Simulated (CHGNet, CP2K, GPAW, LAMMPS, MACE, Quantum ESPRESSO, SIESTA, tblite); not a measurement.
# How far do other methods lie from plane waves? Glassy 68TiO2-32SiO2 (mol %) (84 atoms)

One geometry of glassy 68TiO2-32SiO2 (mol %) (84 atoms) is solved by several programs and methods. How far do their forces lie from a plane-wave PBE run?

Results are calculated, not measured.

## (1) The structure

The cell holds 84 atoms (19 Ti, 9 Si and 56 O), with edges of 10.48, 10.48 and 10.48 Å. Recipe: 84 atoms (19 Ti, 9 Si, 56 O) placed at random at 3.07 g/cm³, melted at 4000 K for 10 ps at fixed volume with the Morse and Coulomb pair potential with partial charges (Pedone, Malavasi, Menziani, Cormack and Segre, J. Phys. Chem. B 110, 11780 (2006)). Quenched from 4000 K to 300 K at 10 K/ps and fixed volume, held 10 ps at zero pressure. The density is 2.97 g/cm³.

## (2) The reference input

Quantum ESPRESSO 7.5: Kohn-Sham DFT, PBE, SSSP efficiency 1.3.0 pseudopotentials, plane waves. Its input, pw.in:

```
&control
  calculation = 'scf'
  pseudo_dir = './pseudo'
  outdir = './tmp'
  disk_io = 'none'
  tprnfor = .true.
  tstress = .true.
/
&system
  ibrav = 0
  nat = 84
  ntyp = 3
  ecutwfc = 60
  ecutrho = 480
  nosym = .true.
  occupations = 'smearing'
  smearing = 'fd'
  degauss = 0.003675
/
&electrons
  conv_thr = 4.2e-07
  electron_maxstep = 100
  mixing_beta = 0.4
  mixing_mode = 'plain'
  diagonalization = 'david'
/
ATOMIC_SPECIES
Ti 47.867 Ti.upf
Si 28.085 Si.upf
O 15.999 O.upf
CELL_PARAMETERS angstrom
10.47594 0.00000 0.00000
0.00000 10.47594 0.00000
0.00000 0.00000 10.47594
ATOMIC_POSITIONS crystal
Ti 0.50774 0.54052 0.52643
Ti 0.70371 0.82245 0.92369
Ti 0.25506 0.20332 0.42547
Ti 0.38200 0.29817 0.71658
[... 78 atom lines left out ...]
O 0.05630 0.57531 0.44135
O 0.87316 0.72713 0.30977
K_POINTS gamma
```

```console
$ OMP_NUM_THREADS=1 mpirun -np 2 pw.x -in pw.in > output.txt
```

Wall time 8.6 min (2 MPI ranks of Arm Neoverse V1, shared host); peak memory 3.5 GiB; 17 min of CPU time.

It converged with an r.m.s. force component of 1.1 eV/Å and a pressure of 6.1 GPa.

Its highest filled and lowest empty levels lie 2.38 eV apart on its k-points.

## (3) What was run beside it

- CHGNet: machine-learned potential, published weights.
- CP2K 2026.2: Gaussian basis with GTH pseudopotentials and a plane-wave density; labels give functional, basis (MOLOPT sets; SR short-range, UZH the newer set with its own potentials), grid cutoff/relative cutoff and solver (OT: orbital transformation; TRS4, TC2, SIGN: linear-scaling purification with its sparsity filter), or its built-in tight binding.
- GPAW 26.7.0: PAW with atomic orbitals (LCAO), plane waves or a real-space grid of spacing h.
- MACE: machine-learned potential, published weights.
- Quantum ESPRESSO 7.5: plane waves; labels (QE) give functional, pseudopotential set and cutoffs of waves/density.
- SIESTA 5.4.2: numerical atomic orbitals, whose automatically made sets are far from complete, with PseudoDojo norm-conserving potentials that we converted to its format (checked against plane waves on the same files for H, C, O, Si, Ge and Ca alone); labels give functional, basis size, energy shift and mesh cutoff.
- tblite 0.8.0: extended tight binding, driven from Python.

All use the same cell and atoms, and the electronic-structure runs the same k-mesh.

## (4) All runs compared

Differences are against the reference: forces as r.m.s. over components, share as that over the reference's r.m.s. force, slope as the fitted ratio of a run's forces to the reference's.

```tsv
run	Δ force, r.m.s. (meV/Å)	share (%)	slope	Δ pressure (GPa)	Δ gap (eV)	cores	CPU time	memory (GiB)
reference	-	-	-	-	-	2	17 min	3.5
CHGNet r2SCAN potential	298	26.3	0.812	-3.71	-	1	4.8 s	1.1
CP2K PBE, DZVP-MOLOPT-SR, 800/50 Ry, OT DIIS	63.6	5.61	1.010	0.333	-0.0745	2	13 min	2.4
CP2K PBE, DZVP-UZH, 800/50 Ry, diagonalisation	83.7	7.39	1.017	0.979	-0.0635	2	7.8 min	4.8
GPAW LDA, LCAO dzp, h 0.18 Å	196	17.3	1.042	-	-0.102	1	6.1 min	1.9
GPAW PBE, LCAO dzp, h 0.18 Å	245	21.6	1.104	-	-0.0895	1	6.9 min	1.9
GPAW PBE, LCAO dzp, h 0.18 Å, other mixer settings	246	21.7	1.104	-	-0.0889	2	9.3 min	2.3
GPAW PBE, LCAO sz(dzp), h 0.18 Å (coarse)	1104	97.4	1.228	-	-0.247	1	2.2 min	1.6
GPAW PBE, grid h 0.2 Å	89.1	7.87	1.034	-	0.0032	2	13 min	2.4
MACE MP-0b2 small potential	184	16.2	0.910	1.22	-	1	7.5 s	0.66
MACE MPA-0 medium potential	127	11.2	0.985	1.40	-	1	9.6 s	1.0
QE PBE, gbrv-1.5, 40/200 Ry	38.2	3.37	1.006	0.608	0.0044	2	8 min	1.3
SIESTA PBE, DZP, shift 0.01 Ry, mesh 200 Ry	157	13.8	1.042	0.640	-0.177	2	1.8 min	0.86
SIESTA PBE, DZP, shift 0.01 Ry, mesh 500 Ry	155	13.7	1.042	0.666	-0.177	2	5.4 min	1.9
tblite GFN1-xTB	825	72.8	0.480	-11.6	-	1	5.8 s	0.12
```

Rows marked coarse use a setting chosen to be so.

Times of the machine-learned potentials are mostly Python's start and the loading of weights.

CPU time is summed over cores on shared hosts, so it is rough.

## (5) What came out

Forces lie from 3.4 % (QE PBE, gbrv-1.5, 40/200 Ry) to 97 % (GPAW PBE, LCAO sz(dzp), h 0.18 Å, coarse) of the reference's r.m.s. force of 1.1 eV/Å away from it. Other PBE runs on plane waves or a grid: GPAW PBE, grid h 0.2 Å 7.9 % and QE PBE, gbrv-1.5, 40/200 Ry 3.4 % of the r.m.s. force; the reference has errors of its own, so differences under a few per cent don't tell which side is nearer the exact PBE result. The PBE runs in local orbitals, coarse settings apart, differ by 5.6 % (CP2K PBE, DZVP-MOLOPT-SR, 800/50 Ry, OT DIIS) to 22 % (GPAW PBE, LCAO dzp, h 0.18 Å, other mixer settings); basis, grid and potentials can all enter. Tight binding differs by 73 % (tblite GFN1-xTB); it is another model, with fitted parameters of its own, and the xTB methods hold dispersion.

Machine-learned potentials differ by 11 % (MACE MPA-0 medium potential) to 26 % (CHGNet r2SCAN potential); they were trained on other programs' data, some at another functional. Rows with another functional or a dispersion term differ by 17 % (GPAW LDA, LCAO dzp, h 0.18 Å), which mixes the change of model with differences of basis and potentials. Runs with settings chosen to be coarse differ by 97 % (GPAW PBE, LCAO sz(dzp), h 0.18 Å), their programs' other errors included. GPAW PBE, LCAO dzp, h 0.18 Å, other mixer settings stiffens the forces by a factor of 1.10 while following their directions (correlation 0.986). From SIESTA PBE, DZP, shift 0.01 Ry, mesh 200 Ry to the finer SIESTA PBE, DZP, shift 0.01 Ry, mesh 500 Ry the share goes from 13.8 to 13.7 %, so the grid isn't what parts these runs from the reference. Pressures at PBE, coarse settings apart, lie +0.33 to +0.98 GPa from the reference's. Gaps at PBE, coarse settings apart, lie -0.18 to +0.00 eV from the reference's.

Caveats: Periodic xTB results under one method name differ between programs and library versions. The reference's pressure holds the uncorrected Pulay stress of its 60 Ry basis, so small pressure differences, may be the reference's own error. Machine-learned potentials mimic data converged in k, so the reference's own k-point error enters their differences. The quench rate of 10 K/ps is many orders above laboratory rates, so the cell is likely richer in defects and strain than a real sample. The network of bonds at the start is that of the classical potential that made the cell, and needn't be the one that DFT or experiment would give. The electronic-structure runs sample only Γ, in a cell whose shortest periodic width is 10 Å. The reference has no spin polarisation, so local moments can't form. Where levels are smeared, the DFT runs use Fermi–Dirac occupations at 580 K (0.05 eV), and energies are free energies. The reference's cutoffs and mesh weren't converged further here.

[Long decimals in the printed logs are rounded to 6 places.]

[Logs are printed without paths, hosts, clocks, repeated set-up lines and the standing remarks that a program may print on its own settings, such as how far it seeks lower states.]

[Hosts, paths, dates, database ids (printed as entryN), source tags and the programs' standing remarks are cut or masked in the printed files.]

[Only finished runs are shown, without SIESTA runs on faulty potentials for Cu, Fe, Ni or Zn; cells were taken only where this reference lay near another plane-wave run.]
